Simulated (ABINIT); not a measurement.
# ScH3 (Pm-3m): Raman and infrared activity, part 2 of 2

Aim: Raman and infrared lines of ScH3 (Pm-3m).

ABINIT 10.8.3; DFT LDA, scalar-relativistic, plane waves, PseudoDojo norm-conserving pseudopotentials.

So far. Step 5 (Relaxing the cell and atoms): The volume changes by -0.2 % in this run and stands -22.6 % from the first cell. The relaxed cell has a = 3.821 Å (conventional setting).

The structure was built from a prototype and need not be the compound's stable phase.

## (8) Linear response at Γ

The derivative of the wavefunctions by k comes first, since the response to a field is built on it; then the field and the displacements that symmetry doesn't supply are solved at q = 0. By the 2n+1 theorem the first-order wavefunctions also give third derivatives: Raman tensors and the non-linear susceptibility.

It reads the wavefunctions written in step 6.

Input file dfpt_gamma.abi:

```
ndtset 3

# common to the responses
getwfk_filepath "gso_WFK"
kptopt 2
nqpt 1
qpt 0.0 0.0 0.0
asr 0
chneut 0

# d/dk
rfelfd1 2
rfdir1 1 1 1
iscf1 -3
tolwfr1 1.0d-20

# displacements, field
rfphon2 1
rfatpol2 1 4
rfdir2 1 1 1
rfelfd2 3
getddk2 1
tolvrs2 1.0d-10
prepanl2 1
prtden2 1

# third order
optdriver3 5
getden_filepath3 "gso_DEN"
get1den3 2
get1wf3 2
getddk3 1
d3e_pert1_elfd3 1
d3e_pert1_phon3 1
d3e_pert1_atpol3 1 4
d3e_pert1_dir3 1 1 1
d3e_pert2_elfd3 1
d3e_pert2_dir3 1 1 1
d3e_pert3_elfd3 1
d3e_pert3_dir3 1 1 1
usepead3 1
tolvrs3 1.0d-10

# basis, mesh and filling
ecut 35.0
ngkpt 6 6 6
nshiftk 1
shiftk 0.5 0.5 0.5
istwfk *1
occopt 1
nband 7
nstep 100
diemac 9.0
prtebands 0
prtgsr 0

# cell and atoms
acell 3*1.0 Angstrom
rprim 
    3.82139626 0.0 0.0
    0.0 3.82139626 0.0
    0.0 0.0 3.82139626
ntypat 2
znucl 21 1
natom 4
typat 1 2 2 2
xred 
    0.0 0.0 0.0
    0.5 0.0 0.0
    0.0 0.5 0.0
    0.0 0.0 0.5
pp_dirpath "./pseudo"
pseudos "Sc.upf, H.upf"
```

On the command line:

```
$ OMP_NUM_THREADS=1 mpirun -n 4 abinit dfpt_gamma.abi > dfpt_gamma.log
```

Numbers of over 12 decimals in the logs are rounded to 6 here.

dfpt_gamma.abo, the main output file:

```text
[banners, grids, parts of the stress and lines that vanish by symmetry left out]
- input  file    -> dfpt_gamma.abi
- output file    -> dfpt_gamma.abo
- root for input  files -> dfpt_gammai
[...]
DATASET    1 : space group Pm -3 m (#221); Bravais cP (primitive cubic)
[...]
nfft =       64000          nkpt =         108
[...]
DATASET    2 : space group Pm -3 m (#221); Bravais cP (primitive cubic)
[...]
nfft =       64000          nkpt =         108
[...]
DATASET    3 : space group Pm -3 m (#221); Bravais cP (primitive cubic)
[...]
mpw =        3767          nfft =       64000          nkpt =         108
[...]
== DATASET  1 ==================================================================
[...]
cutoff_energies: {ecut:  35.0, pawecutdg:  -1.0, }
[...]
-  1.00000   1.00000  180309                  znucl, zion, pspdat
[...]
Perturbation : derivative vs k along direction   1
[...]
-ETOT  1  -9.536676     -9.537E+00 4.628E-01 0.000E+00
 ETOT  2  -9.666910     -1.302E-01 1.062E-02 0.000E+00
 ETOT  3  -9.676811     -9.901E-03 2.475E-03 0.000E+00
 ETOT  4  -9.678011     -1.200E-03 1.460E-04 0.000E+00
 ETOT  5  -9.678184     -1.725E-04 6.468E-05 0.000E+00
[...]
At SCF step   28   max residual=  9.91E-21 < tolwfr=  1.00E-20 =>converged.
[...]
Perturbation : derivative vs k along direction   2
[...]
-ETOT  1  -9.533070     -9.533E+00 4.628E-01 0.000E+00
[...]
At SCF step   28   max residual=  9.91E-21 < tolwfr=  1.00E-20 =>converged.
[...]
Perturbation : derivative vs k along direction   3
[...]
-ETOT  1  -9.536676     -9.537E+00 4.628E-01 0.000E+00
[...]
At SCF step   28   max residual=  9.91E-21 < tolwfr=  1.00E-20 =>converged.
[...]
1        1       0.9164830354   -0.0000000000
     1        2       0.0000000000    0.0000000000
     1        3       0.0000000000    0.0000000000
     2        1       0.0000000000    0.0000000000
     2        2       0.9164830353    0.0000000000
     2        3       0.0000000000    0.0000000000
     3        1       0.0000000000    0.0000000000
     3        2       0.0000000000    0.0000000000
     3        3       0.9164830354   -0.0000000000
[...]
== DATASET  2 ==================================================================
[...]
cutoff_energies: {ecut:  35.0, pawecutdg:  -1.0, }
[...]
Perturbation : displacement of atom   1   along direction   1
[...]
-ETOT  1   14.876278081232     -3.542E+03 1.937E+01 8.848E+02
[...]
At SCF step   14       vres2   =  2.14E-11 < tolvrs=  1.00E-10 =>converged.
[...]
Perturbation : displacement of atom   2   along direction   1
[...]
-ETOT  1   6.344842     -5.798E+01 7.575E-01 2.700E+03
[...]
At SCF step   15       vres2   =  3.04E-11 < tolvrs=  1.00E-10 =>converged.
[...]
Perturbation : displacement of atom   2   along direction   2
[...]
-ETOT  1  0.644531     -5.513E+01 2.392E-01 1.187E+03
[...]
At SCF step   21       vres2   =  4.09E-11 < tolvrs=  1.00E-10 =>converged.
[...]
Perturbation : homogeneous electric field along direction   1
[...]
-ETOT  1  -67.781216379130     -6.778E+01 1.469E+01 3.469E+03
[...]
At SCF step   24       vres2   =  5.09E-11 < tolvrs=  1.00E-10 =>converged.
[...]
Perturbation : homogeneous electric field along direction   2
[...]
-ETOT  1  -67.781358260641     -6.778E+01 1.469E+01 3.449E+03
[...]
At SCF step   25       vres2   =  3.52E-11 < tolvrs=  1.00E-10 =>converged.
[...]
Perturbation : homogeneous electric field along direction   3
[...]
-ETOT  1  -67.781216365499     -6.778E+01 1.469E+01 3.469E+03
[...]
ETOT 23  -72.981634658997      8.527E-13 4.649E-13 6.566E-10
 ETOT 24  -72.981634659000     -3.055E-12 2.841E-14 5.089E-11
 At SCF step   24       vres2   =  5.09E-11 < tolvrs=  1.00E-10 =>converged.
[...]
Dielectric tensor, in cartesian coordinates,
[...]
1    6   1    6         4.2169385826        -0.0000000000
   1    6   2    6        -0.0000000000        -0.0000000000
   1    6   3    6        -0.0000000000        -0.0000000000
   2    6   1    6        -0.0000000000        -0.0000000000
   2    6   2    6         4.2169385826        -0.0000000000
   2    6   3    6        -0.0000000000        -0.0000000000
   3    6   1    6        -0.0000000000        -0.0000000000
   3    6   2    6        -0.0000000000        -0.0000000000
   3    6   3    6         4.2169385826        -0.0000000000
  Effective charges, in cartesian coordinates,
[...]
1    1   1    6         2.8949936744         0.0000000000
   2    1   1    6         0.0000000000         0.0000000000
   3    1   1    6         0.0000000000         0.0000000000
   1    2   1    6        -1.6587986251         0.0000000000
   2    2   1    6         0.0000000000         0.0000000000
[...]
Effective charges, in cartesian coordinates,
[...]
2    6   1    4         0.0000000000         0.0000000000
   3    6   1    4         0.0000000000         0.0000000000
   1    6   2    4         0.0000000000         0.0000000000
   2    6   2    4        -0.6133270988         0.0000000000
   3    6   2    4         0.0000000000         0.0000000000
   1    6   3    4         0.0000000000         0.0000000000
   2    6   3    4         0.0000000000         0.0000000000
   3    6   3    4        -1.6587985559         0.0000000000
  Phonon wavevector (reduced coordinates) :  0.00000  0.00000  0.00000
 Phonon energies in Hartree :
[...]
Phonon frequencies in cm-1    :
- -3.400884E+02 -3.400884E+02 -3.400884E+02 -3.115438E+02 -3.115438E+02
- -3.115438E+02  3.201624E+00  3.201624E+00  3.201624E+00  1.620046E+03
-  1.620046E+03  1.620046E+03
  Phonon at Gamma, with non-analyticity in the
[...]
Phonon energies in Hartree :
[...]
Phonon frequencies in cm-1    :
- -3.400884E+02 -3.400884E+02 -3.400884E+02 -3.115438E+02 -3.115438E+02
-  3.047146E+00  3.201624E+00  3.201624E+00  1.816401E+02  1.620046E+03
-  1.620046E+03  1.805655E+03
  Phonon at Gamma, with non-analyticity in the
[...]
Phonon energies in Hartree :
[...]
Phonon frequencies in cm-1    :
- -3.400884E+02 -3.400884E+02 -3.400884E+02 -3.115438E+02 -3.115438E+02
-  3.047146E+00  3.201624E+00  3.201624E+00  1.816401E+02  1.620046E+03
-  1.620046E+03  1.805655E+03
  Phonon at Gamma, with non-analyticity in the
[...]
Phonon energies in Hartree :
[...]
Phonon frequencies in cm-1    :
- -3.400884E+02 -3.400884E+02 -3.400884E+02 -3.115438E+02 -3.115438E+02
-  3.047146E+00  3.201624E+00  3.201624E+00  1.816401E+02  1.620046E+03
-  1.620046E+03  1.805655E+03
[...]
== DATASET  3 ==================================================================
[...]
cutoff_energies: {ecut:  35.0, pawecutdg:  -1.0, }
[...]
1          1       -0.000000000       -0.000000000       -0.000000000
[...]
1          2       -0.000000000       -0.000000000       -0.000000000
[...]
1          3       -0.000000000       -0.000000000       -0.000000000
[...]
2          1       -0.000000000       -0.000000000       -0.000000000
[...]
2          2       -0.000000000       -0.000000000       -0.000000000
[...]
2          3       -0.000000000       -0.000000000       -0.000000000
[...]
3          1       -0.000000000       -0.000000000       -0.000000000
[...]
3          2       -0.000000000       -0.000000000       -0.000000000
[...]
3          3       -0.000000000       -0.000000000       -0.000000000
[...]
4          1       -0.000000000       -0.000000000       -0.000000000
[...]
4          2       -0.000000000       -0.000000000       -0.000000000
[...]
4          3       -0.000000000       -0.000000000       -0.000000000
[...]
strten2     0.0000000000E+00  0.0000000000E+00  0.0000000000E+00
           strten3     0.0000000000E+00  0.0000000000E+00  0.0000000000E+00
================================================================================
```

Run time: 5.1 min. Hardware: 4 MPI ranks of Arm Neoverse V2, shared host.

Numbers from this step:

* miss of the charge sum rule: 0.009541 e
* largest acoustic frequency at the zone centre before the sum rule: 3.2 cm⁻¹
* highest optical zone-centre mode (no LO-TO term): 1620 cm⁻¹
* lowest optical zone-centre mode: -340.1 cm⁻¹
* mean high-frequency dielectric constant: 4.217
* largest Born charge in size (third of the trace): 2.895 e

Born charge (rows field, columns displacement), before the sum rule (e), principal values of the symmetric part by kind of site:

```csv
atom,atoms with these values,low,middle,high,mean
Sc1,1,2.90,2.90,2.90,2.90
H2,3,-1.66,-0.61,-0.61,-0.96
```

In full for Sc1:

```
2.90 0.00 0.00
0.00 2.90 0.00
0.00 0.00 2.90
```

High-frequency dielectric tensor:

```
4.22 0.00 0.00
0.00 4.22 0.00
0.00 0.00 4.22
```

The acoustic modes at Γ come out as far as 3.2 cm⁻¹ from zero, where they should vanish, a small numerical error; the Born charges miss their sum rule by 0.0095 e, which is good. The lowest optical mode is imaginary, 340i cm⁻¹, an instability at this level and on this k mesh.

## (9) Zone-centre analysis

anaddb reads the merged derivatives, imposes the acoustic sum rule and charge neutrality, and adds the LO-TO term along chosen directions.

Input file anaddb.abi:

```
ddb_filepath "gamma_DDB"
output_file "anaddb.abo"
outdata_prefix "anaddb"
asr 1
chneut 1
enunit 2
eivec 1
nph1l 1
qph1l 0.0 0.0 0.0 1.0
dieflag 2
nph2l 3
qph2l 
    1.0 0.0 0.0 0.0
    0.0 0.0 1.0 0.0
    1.0 1.0 1.0 0.0
nlflag 1
ramansr 1
alphon 1
prtmbm 1
```

Input file mrgddb.in:

```
gamma_DDB
merged
3
dfpt_gammao_DS2_DDB
dfpt_gammao_DS3_DDB
gso_DDB
```

On the command line:

```
$ mrgddb < mrgddb.in > mrgddb.log
$ OMP_NUM_THREADS=1 anaddb anaddb.abi > anaddb.log
```

anaddb.abo, the main output file:

```text
[banners, grids, parts of the stress and lines that vanish by symmetry left out]
-outvars_anaddb: echo values of input variables ----------------------

 Flags :
[...]
Dielectric Tensor and Effective Charges
[...]
Effective charge tensors after
[...]
1          1       -0.000000000       -0.000000000       -0.000000000
[...]
1          2       -0.000000000       -0.000000000       -0.000000000
[...]
1          3       -0.000000000       -0.000000000       -0.000000000
[...]
2          1       -0.000000000       -0.000000000       -0.000000000
[...]
2          2       -0.000000000       -0.000000000       -0.000000000
[...]
2          3       -0.000000000       -0.000000000       -0.000000000
[...]
3          1       -0.000000000       -0.000000000       -0.000000000
[...]
3          2       -0.000000000       -0.000000000       -0.000000000
[...]
3          3       -0.000000000       -0.000000000       -0.000000000
[...]
4          1       -0.000000000       -0.000000000       -0.000000000
[...]
4          2       -0.000000000       -0.000000000       -0.000000000
[...]
4          3       -0.000000000       -0.000000000       -0.000000000
[...]
Phonon wavevector (reduced coordinates) :  0.00000  0.00000  0.00000
 Phonon energies in Hartree :
[...]
Phonon energies in meV     :
- -4.216553E+01 -4.216553E+01 -4.216553E+01 -3.862653E+01 -3.862653E+01
- -3.862653E+01  0.000000E+00  0.000000E+00  0.000000E+00  2.008601E+02
-  2.008601E+02  2.008601E+02
 Phonon frequencies in cm-1    :
- -3.400879E+02 -3.400879E+02 -3.400879E+02 -3.115440E+02 -3.115440E+02
- -3.115440E+02  0.000000E+00  0.000000E+00  0.000000E+00  1.620046E+03
-  1.620046E+03  1.620046E+03
 Phonon frequencies in Thz     :
- -1.019558E+01 -1.019558E+01 -1.019558E+01 -9.339855E+00 -9.339855E+00
- -9.339855E+00  0.000000E+00  0.000000E+00  0.000000E+00  4.856777E+01
-  4.856777E+01  4.856777E+01
 Phonon energies in Kelvin  :
- -4.893107E+02 -4.893107E+02 -4.893107E+02 -4.482423E+02 -4.482423E+02
- -4.482423E+02  0.000000E+00  0.000000E+00  0.000000E+00  2.330885E+03
-  2.330885E+03  2.330885E+03
[...]
-  1  0.00000000E+00  0.00000000E+00  0.00000000E+00
-     0.00000000E+00  0.00000000E+00  0.00000000E+00
-  2  0.00000000E+00  1.26109722E-05 -1.64963356E-02
-     0.00000000E+00  0.00000000E+00  0.00000000E+00
-  3  1.52942313E-06  0.00000000E+00  1.64963356E-02
-     0.00000000E+00  0.00000000E+00  0.00000000E+00
-  4 -1.52942313E-06 -1.26109722E-05  0.00000000E+00
-     0.00000000E+00  0.00000000E+00  0.00000000E+00
[...]
-  1  0.00000000E+00  0.00000000E+00  0.00000000E+00
-     0.00000000E+00  0.00000000E+00  0.00000000E+00
-  2  0.00000000E+00  1.64963355E-02  1.26108031E-05
-     0.00000000E+00  0.00000000E+00  0.00000000E+00
-  3 -1.82374972E-06  0.00000000E+00 -1.26108031E-05
-     0.00000000E+00  0.00000000E+00  0.00000000E+00
-  4  1.82374972E-06 -1.64963355E-02  0.00000000E+00
-     0.00000000E+00  0.00000000E+00  0.00000000E+00
[...]
-  1  0.00000000E+00  0.00000000E+00  0.00000000E+00
-     0.00000000E+00  0.00000000E+00  0.00000000E+00
-  2  0.00000000E+00  1.82258000E-06  1.53081688E-06
-     0.00000000E+00  0.00000000E+00  0.00000000E+00
-  3  1.64963403E-02  0.00000000E+00 -1.53081688E-06
-     0.00000000E+00  0.00000000E+00  0.00000000E+00
-  4 -1.64963403E-02 -1.82258000E-06  0.00000000E+00
-     0.00000000E+00  0.00000000E+00  0.00000000E+00
[...]
-  1  0.00000000E+00  0.00000000E+00 -7.05981712E-04
-     0.00000000E+00  0.00000000E+00  0.00000000E+00
-  2  0.00000000E+00  6.12886202E-07  1.61459340E-02
-     0.00000000E+00  0.00000000E+00  0.00000000E+00
[...]
Phonon at Gamma, with non-analyticity in the
[...]
Phonon energies in Hartree :
[...]
Phonon energies in meV     :
- -4.216553E+01 -4.216553E+01 -4.216553E+01 -3.862653E+01 -3.862653E+01
-  0.000000E+00  0.000000E+00  0.000000E+00  2.281064E+01  2.008601E+02
-  2.008601E+02  2.239393E+02
 Phonon frequencies in cm-1    :
- -3.400879E+02 -3.400879E+02 -3.400879E+02 -3.115440E+02 -3.115440E+02
-  0.000000E+00  0.000000E+00  0.000000E+00  1.839802E+02  1.620046E+03
-  1.620046E+03  1.806192E+03
 Phonon frequencies in Thz     :
- -1.019558E+01 -1.019558E+01 -1.019558E+01 -9.339855E+00 -9.339855E+00
-  0.000000E+00  0.000000E+00  0.000000E+00  5.515589E+00  4.856777E+01
-  4.856777E+01  5.414829E+01
 Phonon energies in Kelvin  :
- -4.893107E+02 -4.893107E+02 -4.893107E+02 -4.482423E+02 -4.482423E+02
-  0.000000E+00  0.000000E+00  0.000000E+00  2.647065E+02  2.330885E+03
-  2.330885E+03  2.598708E+03
[...]
-  2  0.00000000E+00 -1.61459340E-02  0.00000000E+00
-     0.00000000E+00  0.00000000E+00  0.00000000E+00
-  3  0.00000000E+00  8.03833661E-04  0.00000000E+00
-     0.00000000E+00  0.00000000E+00  0.00000000E+00
-  4  0.00000000E+00 -1.61459340E-02  0.00000000E+00
-     0.00000000E+00  0.00000000E+00  0.00000000E+00
[...]
-  1  0.00000000E+00  0.00000000E+00  3.38135715E-03
-     0.00000000E+00  0.00000000E+00  0.00000000E+00
-  2  0.00000000E+00  0.00000000E+00  3.38135728E-03
-     0.00000000E+00  0.00000000E+00  0.00000000E+00
-  3  0.00000000E+00  0.00000000E+00  3.38135728E-03
-     0.00000000E+00  0.00000000E+00  0.00000000E+00
[...]
Phonon at Gamma, with non-analyticity in the
[...]
Phonon energies in Hartree :
[...]
Phonon energies in meV     :
- -4.216553E+01 -4.216553E+01 -4.216553E+01 -3.862653E+01 -3.862653E+01
-  0.000000E+00  0.000000E+00  0.000000E+00  2.281064E+01  2.008601E+02
-  2.008601E+02  2.239393E+02
 Phonon frequencies in cm-1    :
- -3.400879E+02 -3.400879E+02 -3.400879E+02 -3.115440E+02 -3.115440E+02
-  0.000000E+00  0.000000E+00  0.000000E+00  1.839802E+02  1.620046E+03
-  1.620046E+03  1.806192E+03
 Phonon frequencies in Thz     :
[...]
-  4.856777E+01  5.414829E+01
 Phonon energies in Kelvin  :
[...]
-  2.330885E+03  2.598708E+03
[...]
Phonon at Gamma, with non-analyticity in the
[...]
Phonon energies in Hartree :
[...]
Phonon energies in meV     :
[...]
-  2.008601E+02  2.239393E+02
 Phonon frequencies in cm-1    :
[...]
-  1.620046E+03  1.806192E+03
 Phonon frequencies in Thz     :
[...]
-  4.856777E+01  5.414829E+01
 Phonon energies in Kelvin  :
- -4.893107E+02 -4.893107E+02 -4.893107E+02 -4.482423E+02 -4.482423E+02
-  0.000000E+00  0.000000E+00  0.000000E+00  2.647065E+02  2.330885E+03
-  2.330885E+03  2.598708E+03
[...]
-  3 -5.30410293E-05  1.31049065E-02  1.49938037E-05
[...]
-  4 -5.30410293E-05  3.80472257E-05  5.16443423E-03
[...]
-         0.000000000       0.000000000       0.000000000
-         0.000000000       0.000000000       0.000000000
[...]
Spherical averages : G0=     0.000000000    G1=     0.000000000    G2=     0.000000000

-
```

The job ended after 1.1 s (1 thread).

Read from the output:

```
highest mode moved by the LO-TO term : 1806 cm⁻¹
```

No LO-TO term; unit eigenvectors of the mass-weighted matrix, from anaddb's displacements. Modes at Γ, with each element's share of the kinetic energy (negative means imaginary):

```csv
mode,frequency (cm⁻¹),symmetry,Sc %,H %
1,-340.1,T2u,0,100
2,-340.1,T2u,0,100
3,-340.1,T2u,0,100
4,-311.5,T1u,4,96
5,-311.5,T1u,4,96
6,-311.5,T1u,4,96
7,0.0,acoustic,94,6
8,0.0,acoustic,94,6
9,0.0,acoustic,94,6
10,1620.0,T1u,2,98
11,1620.0,T1u,2,98
12,1620.0,T1u,2,98
```

Displacements in mode 1 (-340.1 cm⁻¹), the largest set to 1:
```
Sc1  0.00  0.00  0.00
H2   0.00  0.00 -1.00
H3   0.00  0.00  1.00
H4   0.00  0.00  0.00
```

Displacements in mode 4 (-311.5 cm⁻¹), the largest set to 1:
```
Sc1  0.00  0.00 -0.04
H2   0.00  0.00  1.00
H3   0.00  0.00  1.00
H4   0.00  0.00 -0.05
```

With imaginary modes the relaxed-ion tensors have no meaning and are not tabulated.

The rule moves no optical mode by more than 0.1 cm⁻¹.

## (10) Summary of results

```
space group after relaxation                                           : Pm-3m
volume per atom                                                        : 14.0 Å³
highest optical zone-centre mode (no LO-TO term)                       : 1620 cm⁻¹
lowest optical zone-centre mode                                        : -340.1 cm⁻¹
highest mode moved by the LO-TO term                                   : 1806 cm⁻¹
mean high-frequency dielectric constant                                : 4.22
largest Born charge in size (third of the trace)                       : 2.90 e
imaginary optical modes at the zone centre (no q mesh in this session) : yes
```

No mode is Raman active in this structure. At the LDA level the optical modes of ScH3 (Pm-3m) at the zone centre (no LO-TO term) run from 340i to 1620 cm⁻¹, so the structure is a saddle point, with 6 modes beyond 10i cm⁻¹ there. Along the directions run, the highest mode that the macroscopic field moves lies at 1806 cm⁻¹. These are harmonic frequencies at zero temperature: anharmonic shifts and linewidths and thermal expansion are left out. The structure is a hypothetical one, built on a prototype.

[Host names and launcher messages were left out of these logs when they were recorded.]

[Logs are printed without paths, hosts, clocks, repeated set-up lines and the standing remarks that a program may print on its own settings, such as how far it seeks lower states.]

[Hosts, paths, dates, database ids (printed as entryN), source tags and the programs' standing remarks are cut or masked in the printed files.]
